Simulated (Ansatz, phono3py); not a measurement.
# Heat carried by phonons in LiH (Fm-3m), part 4 of 4

Aim: the lattice thermal conductivity of LiH against temperature, and which phonons carry it.

Experimental results on record:
- thermal conductivity 15 W/m/K near room temperature (given in “Combining the AFLOW GIBBS and Elastic Libraries to efficiently and robustly screen thermo-mechanical properties of solids”, 2017, arXiv:1611.05714)
- thermal conductivity 15 W/m/K near room temperature (given in “Predicting the lattice thermal conductivity of solids by solving the Boltzmann transport equation: AFLOW - AAPL an automated, accurate and efficient framework”, 2017, arXiv:1611.05481)

Ansatz 0.2.0; DFT LDA, scalar-relativistic, plane waves, PAW.

So far. Step 2 (A first coarse run): The start is under -4.1 GPa at this level and looks like an insulator or semiconductor on this mesh. Step 5 (Tight relaxation): The residual pressure is -5.6e-4 GPa, small enough for phonons. The relaxed cell has a = 3.909 Å (conventional setting).

The database entry behind the starting cell differs from later determinations by our own check (the deuteride, about 0.2 % short), so it need not match the best structure at ambient conditions.

## 7. Anharmonic force constants and conductivity (continued)

The spectral kappa at 300 K, relaxation time (W/m/K/THz) by frequency; read off at these points:

```tsv
frequency (THz)	spectral kappa at 300 K, relaxation time (W/m/K/THz)
0.5	0
1.5	3.51
2.5	2.29
3.5	1.81
5.5	2.38
6.5	3.40
7.5	4.94
8.5	4.20
9.5	2.62
11.5	1.24
13.5	0.415
14.5	0.174
16.5	9.3e-5
17.5	0
19.5	0.00221
20.5	0.0138
22.5	0.0226
24.5	0.0549
25.5	0.125
27.5	0.181
28.5	0.168
30.5	0.0402
31.5	0.00719
33.5	2.1e-5
```

Relaxation-time solution. The share of κ carried by shorter paths by mean free path:

```tsv
mean free path (nm)	100 K	300 K	500 K
0.316	0	0.001	0.006
0.464	0	0.002	0.01
0.681	0	0.004	0.019
1	0	0.007	0.033
1.47	0	0.015	0.057
2.15	0	0.026	0.099
3.16	0	0.046	0.177
4.64	0.001	0.091	0.251
6.81	0.002	0.157	0.322
10	0.005	0.235	0.405
14.7	0.012	0.31	0.511
21.5	0.018	0.403	0.617
31.6	0.026	0.503	0.73
46.4	0.037	0.616	0.813
68.1	0.05	0.721	0.847
100	0.078	0.804	0.908
147	0.128	0.842	0.916
215	0.174	0.886	0.916
316	0.244	0.906	0.932
464	0.302	0.924	0.957
681	0.409	0.942	1
1000	0.468	0.951	1
1470	0.529	1	1
2150	0.592	1	1
3160	0.701	1	1
4640	0.747	1	1
6810	0.855	1	1
10000	0.875	1	1
14700	0.917	1	1
21500	1	1	1
```

300 K; a sample spread over frequency. Mode lifetimes, by row, the first 40 of 90 rows:

```tsv
q1	q2	q3	branch	frequency (THz)	rms speed (km/s)	three-phonon rate (1/ps)	isotope rate (1/ps)	lifetime (ps)	mean free path (nm)
0	0	0.037	1	1.177	7.09	0.0395	4.66e-6	25.3	180
0.037	0.1111	0.1481	1	4.131	6.26	0.273	0.0017	3.64	22.8
0.0741	0.1481	0.2222	1	5.373	5.21	0.505	0.00624	1.95	10.2
0	0.1111	-0.1852	1	6.269	4.22	0.537	0.0143	1.81	7.66
0.037	0.1852	-0.1481	1	6.789	3.98	0.48	0.0226	1.99	7.93
0	0.1852	0.2593	1	7.248	4.4	0.152	0.0332	5.4	23.8
0.037	0.1111	-0.2222	2	7.704	4.39	0.203	0.0496	3.95	17.4
0.037	0.1111	0.3704	1	7.94	3.36	0.4	0.0628	2.16	7.26
0	0.1111	-0.1111	3	8.234	8.91	0.22	0.076	3.38	30.1
0	0.1481	0.3704	1	8.43	2.72	0.206	0.101	3.26	8.86
0.037	0.1852	-0.2963	1	8.624	2.39	0.441	0.127	1.76	4.21
0	0.037	-0.4074	2	8.803	1.58	0.349	0.161	1.96	3.1
0	0	0.4815	2	8.92	0.29	0.388	0.207	1.68	0.486
0.0741	0.2593	0.4444	1	9.03	2.74	0.224	0.233	2.19	6
0.037	0.2222	0.4074	2	9.149	3.62	0.177	0.243	2.38	8.63
0.037	0.1852	-0.4074	1	9.277	1.1	0.364	0.257	1.61	1.77
0.0741	0.1481	0.4815	2	9.375	2.81	0.259	0.265	1.91	5.36
0	0.3704	0.3704	1	9.496	1.85	0.0855	0.272	2.8	5.17
0	0.1852	0.4444	2	9.605	3.4	0.324	0.289	1.63	5.56
0	0.3333	-0.3333	1	9.696	1.05	0.344	0.301	1.55	1.62
0.0741	0.3333	-0.4815	1	9.832	1.81	0.181	0.317	2.01	3.63
0.037	0.1481	0.2593	3	9.917	7.32	0.232	0.309	1.85	13.5
0.1111	0.3333	-0.4074	1	10.02	1.79	0.258	0.359	1.62	2.89
0.1481	0.3704	-0.2593	1	10.09	2.25	0.352	0.37	1.39	3.11
0.0741	0.4444	-0.4815	2	10.23	1.47	0.169	0.276	2.25	3.3
0	0.1852	-0.4074	2	10.35	3.07	0.344	0.246	1.69	5.19
0.1111	0.2593	-0.4444	2	10.51	2.8	0.384	0.227	1.64	4.57
0.1481	0.4444	-0.3704	1	10.7	2.2	0.235	0.207	2.26	4.97
0.037	0.1111	-0.1852	3	10.88	7.48	0.254	0.18	2.3	17.2
0	0.2593	0.2593	3	11.11	4.74	0.68	0.164	1.18	5.62
0	0.2963	-0.2963	2	11.37	2.86	0.511	0.168	1.47	4.21
0.1111	0.3704	-0.3704	2	11.65	2.59	0.638	0.163	1.25	3.23
0.1852	0.4444	-0.2963	2	11.97	2.3	0.563	0.132	1.44	3.31
0	0.1481	0.3333	3	12.37	5.58	0.82	0.0746	1.12	6.24
0.1852	0.4074	-0.2963	3	12.73	3.03	0.778	0.171	1.05	3.19
0.0741	0.4444	-0.3704	3	13.01	1.46	0.602	0.293	1.12	1.63
0.037	0.2963	0.4444	3	13.16	1.82	1.1	0.426	0.657	1.2
0.1481	0.3704	-0.4074	3	13.27	1.82	1.01	0.688	0.59	1.07
0.0741	0.3333	-0.4815	3	13.38	1.15	1.08	0.488	0.639	0.733
0	0.2963	-0.4444	3	13.51	2.63	0.987	0.383	0.73	1.92
```

Without the LO-TO term. Gamma linewidths, by row:

```tsv
branch	frequency (cm⁻¹)	three-phonon rate (1/ps)	isotope rate (1/ps)	FWHM (cm⁻¹)
4	647.9	1.87	2.90e-31	9.91
5	647.9	1.87	2.90e-31	9.91
6	647.9	1.87	2.90e-31	9.91
```

W/m/K, third of the trace; RTA populations with a boundary rate v/L added to each mode (Matthiessen's rule). Kappa by grain size, by row:

```tsv
T (K)	bulk	10 nm	30 nm	100 nm	300 nm	1000 nm	10000 nm	100000 nm
100	149.8	4.835	11.12	24.43	43.76	70.81	121.4	145.2
300	32.7	10.03	16.12	22.63	27.07	30.09	32.32	32.66
```

W/m/K, third of the trace; RTA populations with the isotope rates scaled. Kappa by mass disorder, by row:

```tsv
T (K)	no isotopes	as typed	variance x 3	variance x 10	variance x 30
100	289.2	149.8	117.2	80.23	48.31
300	49.67	32.7	24.71	17.4	12.36
```

At 300 K the relaxation-time value is 32.9 W/(m K).

## 8. Results

```
highest frequency                          : 1107 cm⁻¹
Debye temperature from the second moment   : 1299 K
κ at 300 K (relaxation time)               : 32.86 W/m/K
mean free path at half of κ                : 31.3 nm
share of κ above the three lowest branches : 0.029
```

The lattice of LiH conducts 32.9 W/(m K) at 300 K by LDA (mean over directions, relaxation-time solution). Above 300 K the relaxation-time κ falls as T^-1.05, near the 1/T law of three-phonon scattering. Grains of 100 nm would keep 69 % of the bulk value at 300 K, and grains of 1 µm 92 %. Removing the natural isotope disorder raises κ at 300 K by 52 %. A measured thermal conductivity near room temperature is 15 W/m/K (arXiv:1611.05714); the calculated 32.9 W/m/K differs by +119 %. The relaxed cell is 12 % smaller in volume than the database cell, which stiffens most phonons and usually raises κ; no run here tested that. Four-phonon, defect and boundary scattering, which are left out, would lower the calculated value; thermal expansion is left out too. The last run computed the relaxation-time solution alone; it counts normal processes as resistive, so the full solution usually lies higher, most of all in good conductors. The sum rules changed one orbit of cubic constants by up to 28 %; by the manual a large change points to a short cutoff or, on a small and distant orbit, to noisy forces. The conductivities include the coherence part between close branches; the shares for grains, isotopes, branches and paths are of the relaxation-time populations alone. Cubic couplings among atoms farther apart than the pair cutoff are dropped, and neither the cutoff nor the q-mesh was shown to be converged here. The cell of these runs is 12 % smaller in volume than the database cell; frequencies and all that rests on them shift with it.

[Logs are printed without paths, hosts, clocks, repeated set-up lines and the standing remarks that a program may print on its own settings, such as how far it seeks lower states.]

[Hosts, paths, dates, database ids (printed as entryN), source tags and the programs' standing remarks are cut or masked in the printed files.]

[A step with changed settings may run another functional than the one named; its input shows which.]
